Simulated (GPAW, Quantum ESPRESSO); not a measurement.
The Mo L₃ edge of atom 1 in MoS2 (P6_3/mmc), with 6 S at 2.41 Å (trigonal prismatic, site symmetry -6m2), was computed in 2 ways: full core hole (charged cell) and no core hole. Program and functional: GPAW, LDA, Gaussian full width 1.78 eV up to 4 eV, rising linearly to 3.5 eV at 25 eV; cells of 6 and 24 atoms (the run without a hole in the smaller).

Each run is counted from its own lowest empty level or Fermi level and scaled to a mean of 1 over its first 20 eV.

| E (eV) | run 1 | run 2 |
| --- | --- | --- |
| -2.0 | 0.04 | 0.01 |
| -1.5 | 0.25 | 0.07 |
| -1.0 | 0.92 | 0.32 |
| -0.5 | 2.40 | 1.04 |
| 0.0 | 4.28 | 2.32 |
| 0.5 | 5.44 | 3.77 |
| 1.0 | 5.25 | 4.59 |
| 1.5 | 4.12 | 4.36 |
| 2.0 | 2.86 | 3.54 |
| 2.5 | 1.79 | 2.62 |
| 3.0 | 0.96 | 1.76 |
| 3.5 | 0.45 | 1.01 |
| 4.0 | 0.21 | 0.49 |
| 4.5 | 0.16 | 0.28 |
| 5.0 | 0.21 | 0.27 |
| 5.5 | 0.30 | 0.33 |
| 6.0 | 0.40 | 0.42 |
| 6.5 | 0.51 | 0.52 |
| 7.0 | 0.62 | 0.63 |
| 7.5 | 0.73 | 0.73 |
| 8.0 | 0.82 | 0.79 |
| 8.5 | 0.86 | 0.79 |
| 9.0 | 0.85 | 0.76 |
| 9.5 | 0.81 | 0.74 |
| 10.0 | 0.77 | 0.74 |
| 10.5 | 0.74 | 0.74 |
| 11.0 | 0.72 | 0.73 |
| 11.5 | 0.69 | 0.69 |
| 12.0 | 0.66 | 0.65 |
| 12.5 | 0.63 | 0.60 |
| 13.0 | 0.60 | 0.56 |
| 13.5 | 0.58 | 0.54 |
| 14.0 | 0.56 | 0.52 |
| 14.5 | 0.54 | 0.51 |
| 15.0 | 0.52 | 0.49 |
| 15.5 | 0.49 | 0.47 |
| 16.0 | 0.45 | 0.43 |
| 16.5 | 0.41 | 0.39 |
| 17.0 | 0.38 | 0.36 |
| 17.5 | 0.35 | 0.33 |
| 18.0 | 0.35 | 0.33 |
| 18.5 | 0.37 | 0.35 |
| 19.0 | 0.41 | 0.38 |
| 19.5 | 0.45 | 0.42 |
| 20.0 | 0.49 | 0.45 |
| 20.5 | 0.52 | 0.47 |
| 21.0 | 0.54 | 0.48 |
| 21.5 | 0.55 | 0.49 |
| 22.0 | 0.55 | 0.49 |
| 22.5 | 0.55 | 0.49 |
| 23.0 | 0.54 | 0.49 |
| 23.5 | 0.53 | 0.47 |
| 24.0 | 0.51 | 0.46 |
| 24.5 | 0.49 | 0.44 |
| 25.0 | 0.48 | 0.43 |
| 25.5 | 0.47 | 0.42 |
| 26.0 | 0.46 | 0.42 |
| 26.5 | 0.47 | 0.43 |
| 27.0 | 0.48 | 0.44 |
| 27.5 | 0.50 | 0.45 |
| 28.0 | 0.51 | 0.46 |
| 28.5 | 0.52 | 0.46 |
| 29.0 | 0.51 | 0.46 |
| 29.5 | 0.50 | 0.45 |
| 30.0 | 0.49 | 0.44 |
| 30.5 | 0.47 | 0.43 |
| 31.0 | 0.46 | 0.41 |
| 31.5 | 0.45 | 0.41 |
| 32.0 | 0.44 | 0.40 |

The database entry behind the starting cell differs from later determinations by our own check (about 0.3 % long), so it need not match the best structure at ambient conditions.

**Question.** Which run is which?

Run 1: full core hole (charged cell) (area from −2 to 6 eV 14.9, main maxima 0.6 eV (5.54), 8.6 eV (0.86) and 22.0 eV (0.55)). Run 2: no core hole (area from −2 to 6 eV 13.5, main maxima 1.2 eV (4.62), 8.2 eV (0.79) and 22.2 eV (0.49)). With each curve scaled to its own mean, the area from −2 to 6 eV with the hole is 14.9 against 13.5, and the centre of weight from −1 to 20 eV moves by -0.4 eV (first and strongest maxima below 20 eV: 1.2 eV (4.62) and 8.2 eV (0.79) without the hole, 0.6 eV (5.54) and 8.6 eV (0.86) with it); the shape changes all the same, by 34 % r.m.s.

[Hosts, paths, dates, database ids (printed as entryN), source tags and the programs' standing remarks are cut or masked in the printed files.]

[Lists of maxima count a maximum above −3 eV only where it reaches 4 % of the highest in the window and stands out from its surroundings by 2 % of it (1.5 % where it reaches 55 %); shoulders and weaker maxima are passed over, and of the rest the first, up to two pre-edge ones and the few strongest are named.]
